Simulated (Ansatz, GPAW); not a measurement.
# What relaxation does to the transmission of 10 junctions

A junction put together from bond lengths is quick to compute. How far is its transmission from that of the relaxed structure, and is geometry or basis the larger error?

**Method.** Relaxation with plane waves (Ansatz 0.2.0, PBE, force components under 0.03 eV/Å), lead ends held. Transmission: GPAW 26.7.0 in a basis of numerical atomic orbitals with PAW setups; lead and junction are solved self-consistently in repeated cells 9 Å or more across, their Hamiltonian and overlap matrices go into Green's functions with semi-infinite leads (ASE), and T is the Landauer transmission at zero bias, at the junction cell's Fermi level, for one spin or as the mean of both where a run is spin-polarised.

The runs side by side:

| junction | largest move (Å) | T as built, dzp | T relaxed, dzp | T relaxed, sz |
| --- | --- | --- | --- | --- |
| Li chain with a Na atom bridging one bond | 1.24 | 0.95 | 0.995 | 0.98 |
| furan-2,5-dithiol between two Ir chains | 1.17 | 0.848 | 0.799 | 0.902 |
| C5 chain between two Al chains | 1.15 | 1.24 | 1.1 | 0.984 |
| 1,4-phenylene between two Al chains | 1.09 | 0.62 | 0.133 | 0.155 |
| Ir chain with an Al atom on top of one atom | 1.09 | 4.58 | 2.47 | 2.56 |
| ethane-1,2-diamine between two Au chains | 1.05 | 0.039 | 0.0053 | 0.00466 |
| Ir chain with a Pd atom on top of one atom | 0.96 | 5.29 | 2.61 | 2.7 |
| butadiene-1,4-dithiol between two Pd chains | 0.84 | 0.423 | 0.0156 | 0.0178 |
| CN in line between two Au chains | 0.83 | 0.138 | 0.0544 | 0.0527 |
| Ir chain with an Ag atom bridging one bond | 0.50 | 5.14 | 3.23 | 3.24 |

What this shows: Relaxation raises T in 0 junctions, lowers it in 9 and leaves it within 5 % in 1. The largest change as a ratio is for butadiene-1,4-dithiol between two Pd chains, from 0.423 to 0.0156. Moves over 0.6 Å, in 9 junctions, go beyond an adjustment of bond lengths: chain atoms buckled, a molecule turned or bonds were remade. In 9 of 10 cases the geometry matters more than the step from dzp to the minimal basis. The largest move doesn't predict the size of the change (r = −0.26).

**Limits.** The cell length was held, so a junction may stay under tension or compression; one local minimum was found. An evenly spaced straight chain is an idealisation of an electrode: free chains dimerise or zigzag, and their density of states has sharper edges than a bulk metal's. No run was spin-polarised, so magnetic states weren't tested. Spin-orbit coupling is left out, which matters for the heavier atoms here. Junctions whose dzp lead is shut at the Fermi level or whose end layer misses the lead by over 0.25 eV were left out, as were moves over 1.5 Å.
